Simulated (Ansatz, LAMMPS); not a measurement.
# A frame of liquid (K,Li)I from 1300 K (72 atoms): geometry optimisation

How does a frame of liquid (K,Li)I from 1300 K (72 atoms) relax, and what do bonds, charges and levels look like afterwards?

Main program and level: Ansatz 0.2.0; Kohn-Sham DFT, PBE, PAW (set soft_2, large core), plane waves.

This is a report of a sequence of runs, with most program output left out.

## 1. The structure

The cell holds 72 atoms: 21 K, 15 Li and 36 I. Its edges and angles: a = 15.561 Å, b = 15.561 Å, c = 15.561 Å, α = 90.0°, β = 90.0°, γ = 90.0°. 72 atoms (21 K, 15 Li, 36 I) placed at random at 2.42 g/cm³, melted at 1800 K for 10 ps at fixed volume with the Lennard-Jones and Coulomb ion parameters for SPC/E (Joung and Cheatham, J. Phys. Chem. B 112, 9020 (2008)), full charges. Snapshot at the end of a hold of 20 ps at 1300 K and fixed volume.

What the set-up can't give: The starting topology of bonds comes from the classical model. The ion parameters were fitted for water, not for melts, so the starting structure of this cell may lie well off the real melt's. Only the Γ point is sampled, in a cell whose shortest periodic width is 16 Å. No spin–orbit coupling is included, so levels derived from the heavy atoms are approximate.

## 2. How the cell was made

A classical potential makes the cell, at a small fraction of what the same run would cost in DFT.

This step: classical MD, Lennard-Jones and Coulomb ion parameters for SPC/E (Joung and Cheatham, J. Phys. Chem. B 112, 9020 (2008)), full charges (LAMMPS 22 Jul 2025 - Update 4).

The input, in.lmp:

```
# melt-quench of K21Li15I36
units metal
atom_style charge
boundary p p p
region box block 0 15.5611 0 15.5611 0 15.5611
create_box 3 box
mass 1 39.0983   # K
mass 2 6.9400   # Li
mass 3 126.9045   # I
create_atoms 1 random 21 488088 NULL overlap 2.2 maxtry 2000
create_atoms 2 random 15 488095 NULL overlap 2.2 maxtry 2000
create_atoms 3 random 36 488102 NULL overlap 2.2 maxtry 2000
pair_style lj/cut/coul/long 9.0
pair_modify mix arithmetic tail yes
pair_coeff 1 1 0.018634 2.8384   # K
pair_coeff 2 2 0.014602 1.4094   # Li
pair_coeff 3 3 0.001855 5.2011   # I
set type 1 charge 1
set type 2 charge 1
set type 3 charge -1
kspace_style pppm 1.0e-4
neigh_modify delay 0 every 1 check yes
thermo_style custom step time temp pe press density
thermo_modify norm yes
timestep 0.002
thermo 100
min_style cg
minimize 1e-4 1e-4 200 2000
reset_timestep 0
velocity all create 1800 488089 mom yes dist gaussian
fix lim all nve/limit 0.05
fix lan all langevin 1800 1800 0.2 488090 zero yes
thermo 500
run 1000 post no
# [... 10 lines left out ...]
compute msd all msd com yes
thermo 2500
fix md all nvt temp 1300 1300 0.2
run 10000 post no
print "== T1300: mean square displacement over the hold $(c_msd[4]:%.2f) A^2"
unfix md
uncompute msd
write_dump all custom T1300.dump id type xs ys zs modify sort id
```

On the command line:

```
$ lmp -in in.lmp -log none -nocite
```

Run time: 3.4 s. Hardware: 1 thread of Arm Neoverse V1, shared host; peak memory 0.069 GiB.

## 3. Single point at the start

The forces at the start show how far the geometry lies from a minimum of this functional.

The input, input.yaml:

```yaml
crystal:
  lattice:
    - [15.5611, 0.0, 0.0]
    - [0.0, 15.5611, 0.0]
    - [0.0, 0.0, 15.5611]
  atoms:
    - { symbol: K, position: [0.31528, 0.1439, 0.29697] }
    - { symbol: K, position: [0.5394, 0.0123, 0.08985] }
    - { symbol: K, position: [0.6848, 0.82994, 0.57708] }
    - { symbol: K, position: [0.77849, 0.56452, 0.35095] }
    - { symbol: K, position: [0.10376, 0.37077, 0.90919] }
    - { symbol: K, position: [0.35476, 0.94226, 0.68113] }
    - { symbol: K, position: [0.43805, 0.45669, 0.39433] }
    - { symbol: K, position: [0.02083, 0.82866, 0.65945] }
[... 60 atom lines left out ...]
    - { symbol: I, position: [0.61367, 0.28601, 0.40625] }
    - { symbol: I, position: [0.11708, 0.56228, 0.44213] }
    - { symbol: I, position: [0.7292, 0.23863, 0.11116] }
    - { symbol: I, position: [0.66859, 0.8704, 0.80737] }
kpoints:
  mp_grid: { grid: [1, 1, 1] }
hamiltonian:
  xc: pbe
  pseudopotentials: { kind: paw, core: large }
scf:
  occupations: { method: fixed }
output:
  forces: true
  stress: true
  populations: true
  dos:
    method: { smearing: { sigma: 0.08 } }
    de: 0.1
    projected: { site_lists: { I: [I], K: [K], Li: [Li] } }
  eigenvalues: true
```

On the command line:

```
$ ansatz run input.yaml --threads 4 --pin off --max-ram 8192MiB --backend cpu --events-out ev --progress --plain --runs-dir out
```

Run time: 54 s. Hardware: 4 threads of Arm Neoverse V1, shared host; peak memory 3.6 GiB; 3.5 min of CPU time.

The program notes that potentials were chosen by core size.

Numbers from this run:

* free energy: -221488.1881 eV
* free energy per atom: -3076.2248 eV/atom
* SCF cycles: 10
* pressure: -0.2931 GPa
* r.m.s. force component: 0.2974 eV/Å
* longest force: 1.497 eV/Å
* Fermi energy: 0.2976 eV
* gap (highest filled to lowest empty level): 2.62 eV
* spilling of the projection: 0.004521

The r.m.s. force component of 0.30 eV/Å and the pressure of -0.29 GPa set the starting point.

Length of the force by element:

```csv
element,coordination,atoms,mean length of the force (eV/Å),spread,least,most
I,all,36,0.439,0.317,0.0352,1.50
K,all,21,0.435,0.346,0.0981,1.40
Li,all,15,0.348,0.129,0.177,0.618
```

## 4. Relaxation

The atoms are relaxed in the fixed cell, aiming at the force tolerance of the input.

input.yaml, the sections that differ from step 3:

```yaml
output:
  forces: true
relax:
  f_tol: 0.05
  max_steps: 162
# crystal, kpoints, hamiltonian, scf: as in step 3
```

The job ended after 7.2 min (4 threads; peak memory 3.3 GiB).

The steps of the relaxation:

```
step  energy less that of the first step (eV)  largest force component (eV/Å)
   1                                   0.0000                          1.2320
   2                                  -2.3348                          0.4977
   3                                  -3.6581                          0.3002
   4                                  -4.4915                          0.2038
   5                                  -5.0843                          0.1577
   6                                  -5.5379                          0.1675
   7                                  -5.7935                          0.1055
   8                                  -5.9879                          0.0797
   9                                  -6.1499                          0.1189
  10                                  -6.2761                          0.1249
  11                                  -6.3904                          0.1377
  12                                  -6.4913                          0.0957
  13                                  -6.5631                          0.0955
  14                                  -6.6589                          0.0673
  15                                  -6.7483                          0.0553
  16                                  -6.7867                          0.1002
  17                                  -6.8204                          0.1220
  18                                  -6.8548                          0.0529
  19                                  -6.8958                          0.0379
  20                                  -6.9190                          0.0431
  21                                  -6.9302                          0.0206
  22                                  -6.9374                          0.0278
```

The atoms that moved most (Å):

```csv
atom,dx,dy,dz,length
Li32,-1.349,0.784,-0.307,1.590
I39,1.456,0.523,0.220,1.563
Li24,-0.261,0.021,-1.518,1.540
I63,0.694,-0.931,-1.011,1.540
I71,-1.370,-0.060,-0.624,1.507
I56,-0.326,-1.131,-0.722,1.381
K18,-0.933,-0.310,0.942,1.362
Li33,-1.039,0.060,0.789,1.306
```

The relaxation changed the energy by -96.4 meV/atom, and atoms moved by 0.89 Å r.m.s., 1.6 Å at most.

## 5. Structure statistics after relaxation

Bonds before and after, by the cutoffs listed below:

```csv
pair,bonds before,bonds after,mean before (Å),mean after (Å),spread before (Å),spread after (Å)
I-K,89,105,3.631,3.657,0.291,0.178
I-Li,49,57,2.863,2.840,0.209,0.104
```

Density 2.42 g/cm³, 52.33 Å³ an atom.

Pair distribution functions g(r), in bins of 0.2 Å:

```
r (Å)  total   I-I   I-K   I-Li   K-K  K-Li  Li-Li
 2.60   0.25  0.00  0.00   1.18  0.00  0.00   0.00
 2.80   2.81  0.00  0.00  13.50  0.00  0.00   0.00
 3.00   0.93  0.00  0.00   4.46  0.00  0.00   0.00
 3.20   0.12  0.00  0.00   0.56  0.00  0.00   0.00
 3.40   0.83  0.00  2.66   0.00  0.00  0.00   1.21
 3.60   2.72  0.00  9.18   0.00  0.00  0.00   1.01
 3.80   0.93  0.00  2.38   0.00  0.00  1.61   0.91
 4.00   0.36  0.00  1.00   0.00  0.00  0.57   0.00
 4.20   0.59  0.77  0.45   0.00  0.38  1.64   0.79
 4.40   1.19  2.13  0.41   0.00  0.69  3.42   1.34
 4.60   1.33  3.06  0.09   0.26  1.27  1.79   3.74
 4.80   1.38  3.21  0.26   0.47  2.06  1.24   1.76
 5.00   0.93  1.50  0.40   0.55  1.38  0.75   2.67
 5.20   0.86  0.86  0.52   0.41  3.05  1.05   0.51
 5.40   0.97  1.26  0.76   0.76  0.69  1.78   0.00
 5.60   1.22  1.53  0.63   1.52  1.96  1.37   0.00
 5.80   0.96  0.83  0.65   1.08  1.61  1.28   1.18
 6.00   0.77  0.71  0.66   0.85  1.12  1.05   0.00
 6.20   0.81  0.66  0.67   0.80  1.58  1.10   0.34
 6.40   0.86  0.80  1.06   0.88  0.17  1.15   0.32
 6.60   0.88  0.43  1.14   1.08  0.94  0.77   0.92
 6.80   0.96  0.50  0.94   1.68  1.31  0.51   0.86
 7.00   1.12  0.90  1.21   1.93  0.55  0.48   0.82
 7.20   1.09  0.80  1.34   1.67  1.31  0.18   0.52
 7.40   0.97  1.06  1.02   0.97  0.99  0.69   0.98
 7.60   1.14  1.04  1.41   1.45  0.59  0.66   0.69
```

Bonds by pair of elements; cutoffs follow the first minimum of g(r), held within bounds set by covalent radii, and pairs that aren't listed don't count as bonded:

| pair A-B | cutoff (Å) | bonds | mean length (Å) | spread (Å) | shortest (Å) | B about A | A about B |
| --- | --- | --- | --- | --- | --- | --- | --- |
| I-K | 4.28 | 105 | 3.66 | 0.178 | 3.39 | 2.92 | 5 |
| I-Li | 3.52 | 57 | 2.84 | 0.104 | 2.62 | 1.58 | 3.8 |

How many atoms have how many bonded neighbours:

```csv
element,mean,3,4,5,6
I,4.5,5,12,15,4
K,5,0,2,17,2
Li,3.8,3,12,0,0
```

Bond angles, per cent of each kind in bins of 5°:

```csv
angle (°),I-K-I,K-I-Li,K-I-K,I-Li-I,Li-I-Li
60–65,0.0,1.4,0.0,0.0,0.0
65–70,2.4,2.2,0.8,0.0,0.0
70–75,7.1,5.8,3.8,0.0,7.4
75–80,13.2,8.6,12.2,0.0,3.7
80–85,10.8,10.8,9.9,0.0,11.1
85–90,7.5,15.8,15.3,0.0,0.0
90–95,7.5,5.8,9.2,3.7,3.7
95–100,8.0,3.6,6.9,6.2,3.7
100–105,6.1,3.6,3.8,21.0,7.4
105–110,4.2,5.8,5.3,27.2,18.5
110–115,3.3,7.2,2.3,13.6,11.1
115–120,3.3,2.2,4.6,13.6,3.7
120–125,2.8,2.9,2.3,9.9,7.4
125–130,1.9,2.9,3.0,2.5,3.7
130–135,1.9,1.4,3.0,1.2,3.7
135–140,2.8,3.6,1.5,0.0,0.0
140–145,1.9,3.6,2.3,1.2,3.7
145–150,2.8,4.3,1.5,0.0,0.0
150–155,2.8,0.7,3.0,0.0,3.7
155–160,3.8,2.9,1.5,0.0,0.0
160–165,3.3,2.2,3.0,0.0,7.4
165–170,0.9,1.4,3.0,0.0,0.0
170–175,0.9,1.4,0.8,0.0,0.0
175–180,0.5,0.0,0.8,0.0,0.0
```

Bond angles (no mean is given where the spread exceeds 20°):

| angle | count | mean (°) | spread (°) |
| --- | --- | --- | --- |
| I-K-I | 212 | - | - |
| K-I-Li | 139 | - | - |
| K-I-K | 131 | - | - |
| I-Li-I | 81 | 110 | 9.3 |
| Li-I-Li | 27 | - | - |

Bond length by coordination (bonds to H left out):

| element | coordination | atoms | mean bond length (Å) |
| --- | --- | --- | --- |
| I | 3 | 5 | 3.04 |
| I | 4 | 12 | 3.24 |
| I | 5 | 15 | 3.45 |
| I | 6 | 4 | 3.57 |
| K | 4 | 2 | 3.60 |
| K | 5 | 17 | 3.65 |
| K | 6 | 2 | 3.72 |
| Li | 3 | 3 | 2.75 |
| Li | 4 | 12 | 2.86 |

First main peaks of g(r), for some of the pairs, lie near 4.8 Å (I-I), 3.6 Å (I-K) and 2.8 Å (I-Li). By these cutoffs 42 % of I atoms have 5, 81 % of K atoms have 5 and 80 % of Li atoms have 4 bonded neighbours.

## 6. Single point at the relaxed geometry

One more single point at the end of the walk gives the fuller output and checks the residual forces.

The input, input.yaml:

```yaml
crystal:
  lattice:
    - [15.5611, 0.0, 0.0]
    - [0.0, 15.5611, 0.0]
    - [0.0, 0.0, 15.5611]
  atoms:
    - { symbol: K, position: [0.28929, 0.17113, 0.25527] }
    - { symbol: K, position: [0.58292, 0.01956, 0.04963] }
    - { symbol: K, position: [0.72432, 0.80323, 0.57548] }
    - { symbol: K, position: [0.77982, 0.56365, 0.38436] }
    - { symbol: K, position: [0.1248, 0.36833, 0.9168] }
    - { symbol: K, position: [0.4135, 0.9353, 0.6349] }
    - { symbol: K, position: [0.4833, 0.44994, 0.40154] }
    - { symbol: K, position: [0.02504, 0.77432, 0.67711] }
[... 60 atom lines left out ...]
    - { symbol: I, position: [0.61377, 0.25739, 0.39167] }
    - { symbol: I, position: [0.13712, 0.52935, 0.44893] }
    - { symbol: I, position: [0.64115, 0.2348, 0.07103] }
    - { symbol: I, position: [0.71517, 0.83943, 0.80755] }
kpoints:
  mp_grid: { grid: [1, 1, 1] }
hamiltonian:
  xc: pbe
  pseudopotentials: { kind: paw, core: large }
scf:
  occupations: { method: fixed }
output:
  forces: true
  stress: true
  populations: true
  dos:
    method: { smearing: { sigma: 0.15 } }
    de: 0.1
    projected: { site_lists: { I: [I], K: [K], Li: [Li] } }
  eigenvalues: true
  write_density: true
  write_potential: true
  volumetric_format: npy
```

The job ended after 55 s (4 threads; peak memory 3.6 GiB; 3.6 min of CPU time).

The program notes that the exchange-correlation potential is rough where the density is thin.

Numbers from this run:

| Item | Value |
| --- | --- |
| free energy | -221495.1255 eV |
| free energy per atom | -3076.3212 eV/atom |
| SCF cycles | 10 |
| pressure | -0.4619 GPa |
| r.m.s. force component | 0.00616 eV/Å |
| longest force | 0.03102 eV/Å |
| Fermi energy | -0.105 eV |
| gap (highest filled to lowest empty level) | 3.209 eV |
| spilling of the projection | 0.004355 |

Löwdin charges by element and coordination (they lack the spilled electrons, 0.029 e an atom on average):

```
element  coordination  atoms  mean charge (e)  spread   least    most
      I           all     36           -0.633  0.0221  -0.673  -0.589
      I             3      5           -0.645  0.0275  -0.673  -0.598
      I             4     12           -0.628  0.0176  -0.660  -0.592
      I             5     15           -0.634  0.0216  -0.673  -0.589
      I             6      4           -0.630  0.0229  -0.664  -0.603
      K           all     21            0.736  0.0159   0.715   0.772
      K             4      2            0.758  0.0133   0.745   0.772
      K             5     17            0.735  0.0138   0.715   0.762
      K             6      2            0.717  0.0023   0.715   0.720
     Li           all     15            0.630  0.0206   0.608   0.673
     Li             3      3            0.669  0.0022   0.668   0.673
     Li             4     12            0.621  0.0073   0.608    0.63
```

Density of states as counts of states in windows of 1 eV (from the Fermi level), total and the larger projections:

| from (eV) | to (eV) | total | I p | K s |
| --- | --- | --- | --- | --- |
| -10 | -9 | 0.4 | 0.0 | 0.0 |
| -9 | -3 | 0.0 | 0.0 | 0.0 |
| -3 | -2 | 4.3 | 3.7 | 0.1 |
| -2 | -1 | 94.5 | 87.2 | 3.1 |
| -1 | 0 | 114.6 | 112.1 | 0.9 |
| 0 | 1 | 2.6 | 2.5 | 0.0 |
| 1 | 3 | 0.0 | 0.0 | 0.0 |
| 3 | 4 | 2.4 | 0.0 | 1.6 |
| 4 | 5 | 38.5 | 2.1 | 16.0 |

With fixed occupations the program's Fermi level is the highest filled level; weight inside the gap is the broadening of levels at its edges.

Between -26 and -10 eV lie 198 more states.

About 75 of the 486 electrons lie in deeper levels, below the stored range.

The levels nearest the highest filled one (over half full), pooled over k-points and spins:

```
level less the highest filled one (eV)  occupation
                                -0.276           2
                                -0.264           2
                                -0.170           2
                                -0.122           2
                               -0.0695           2
                                     0           2
                                  3.21           0
                                  4.09           0
                                  4.14           0
                                  4.19           0
                                  4.22           0
                                  4.36           0
```

(Part 1 of 2 ends here.)

[Logs are printed without paths, hosts, clocks, repeated set-up lines and the standing remarks that a program may print on its own settings, such as how far it seeks lower states.]

[Hosts, paths, dates, database ids (printed as entryN), source tags and the programs' standing remarks are cut or masked in the printed files.]
